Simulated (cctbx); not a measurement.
**Interatomic vectors of Cs2RuBr4**

Space group Pnma (no. 62), a = 10.6990 Å, b = 7.9300 Å, c = 13.5930 Å, α = 90.00°, β = 90.00°, γ = 90.00°, content Cs8 Ru4 Br16.

The data are simulated with cctbx, not measured: Mo Kα, λ = 0.71073 Å, to d = 0.77 Å, 95 % of the full sphere, strongest reflection 20000 counts, noise from counting, a 6 % proportional error and a noise floor of 4 counts (s.d.); no absorption.

Patterson synthesis from sharpened amplitudes, origin scaled to 1000:

```text
Patterson group P m m m
      u       v       w   height  length (A)
  0.000   0.000   0.000   1000.0     0.00
  0.133   0.500   0.500    213.1     8.00
  0.381   0.000   0.000    208.8     4.08
  0.179   0.000   0.500    203.1     7.06
  0.500   0.000   0.171    179.5     5.83
  0.500   0.000   0.305    173.1     6.77
  0.284   0.500   0.255    170.4     6.08
  0.456   0.500   0.500    164.7     9.26
  0.253   0.500   0.500    163.7     8.32
  0.350   0.000   0.275    149.9     5.29
  0.000   0.500   0.000    140.7     3.96
  0.116   0.000   0.307    135.3     4.36
  0.148   0.000   0.432    134.6     6.09
  0.397   0.500   0.066    131.8     5.88
```

**Question.** Which atom pairs make the peaks, and where is the heaviest atom?

A peak at u stands for all pairs with xi − xj = u, with weight Σ ZiZj against Σ Z² = 51544 at the origin. Peak heights follow these weights only roughly, since form factors, motion and series ripples differ, all vectors within 0.55 Å of a peak are counted as merged into it though the farther ones add only part of their weight, and F(000) is left out, which lowers the whole map:

| u | v | w | shortest length (Å) | height | 1000 ΣZiZj/ΣZ² | pairs in the cell |
| --- | --- | --- | --- | --- | --- | --- |
| 0.133 | 0.500 | 0.500 | 8.00 | 213 | 292 | 4 × Cs–Br, 6 × Br–Br |
| 0.381 | 0.000 | 0.000 | 4.08 | 209 | 337 | 4 × Cs–Ru, 4 × Cs–Br |
| 0.179 | 0.000 | 0.500 | 7.06 | 203 | 340 | 8 × Br–Br, 4 × Cs–Br |
| 0.500 | 0.000 | 0.171 | 5.83 | 180 | 212 | 2 × Cs–Cs, 4 × Br–Br |
| 0.500 | 0.000 | 0.305 | 6.77 | 173 | 288 | 2 × Cs–Cs, 4 × Br–Br, 2 × Ru–Ru |
| 0.284 | 0.500 | 0.255 | 6.08 | 170 | 169 | 2 × Cs–Ru, 2 × Cs–Br |
| 0.456 | 0.500 | 0.500 | 9.26 | 165 | 212 | 2 × Cs–Cs, 4 × Br–Br |
| 0.253 | 0.500 | 0.500 | 8.32 | 164 | 237 | 4 × Ru–Br, 2 × Cs–Cs |
| 0.350 | 0.000 | 0.275 | 5.29 | 150 | 165 | 2 × Cs–Cs, 2 × Br–Br |
| 0.000 | 0.500 | 0.000 | 3.96 | 141 | 190 | 8 × Br–Br |

The table stops at ten peaks or at a height of 45, below which ripples compete. In the model behind the data Cs, the heaviest element, has 2 independent sites: (0.1262, 3/4, 0.6018) and (0.4760, 3/4, 0.3321), up to an allowed shift of origin; the Cs–Cs vectors are differences of these positions and their symmetry mates. The whole model:

```
atom  mult.       x       y       z  Ueq (Å²)
 Cs1      4  0.1262     3/4  0.6018    0.0214
 Cs2      4  0.4760     3/4  0.3321    0.0128
 Ru1      4  0.7378     3/4  0.5808    0.0186
 Br1      8  0.1763  0.9961  0.3483    0.0210
 Br2      4  0.8050     3/4  0.4088    0.0241
 Br3      4  0.5019     3/4  0.6028    0.0364
```

The model was made for the exercise: a known structure type with other elements put in, its volume estimated, not relaxed; displacement parameters are assumed.

[Logs are printed without paths, hosts, clocks, repeated set-up lines and the standing remarks that a program may print on its own settings, such as how far it seeks lower states.]
